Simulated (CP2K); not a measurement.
Two runs for the N K edge of ammonia borane. Run A: CP2K XAS_TDP, all-electron GAPW, PBEh(45%), aug-cc-pVTZ, TDA, no relativity. Run B differs in one setting.

First lines with a strength over 0.0015. A:

```tsv
atom	energy (eV)	states	strength, one atom
N1 (bonded to B and 3 H)	398.58	1	0.0088
	399.74	2	0.0697
	401.99	2	0.0090
	402.40	2	0.0017
	402.45	1	0.0075
```

B:

```tsv
atom	energy (eV)	states	strength, one atom
N1 (bonded to B and 3 H)	403.25	1	0.0087
	404.41	2	0.0689
	406.66	2	0.0089
	407.07	2	0.0017
	407.12	1	0.0074
```

**Question.** Which was it: the basis, GW2X switched on, scalar relativity switched on, the functional?

GW2X switched on. GW2X shifts an atom's lines together and keeps their spacings. Against PBEh(45%) in aug-cc-pVTZ, the leading line moves by +4.67 eV, to 404.41 eV.

[Banner, clock and machine lines of the logs are left out without a mark of their own.]

[Logs are printed without paths, hosts, clocks, repeated set-up lines and the standing remarks that a program may print on its own settings, such as how far it seeks lower states.]

[Hosts, paths, dates, database ids (printed as entryN), source tags and the programs' standing remarks are cut or masked in the printed files.]
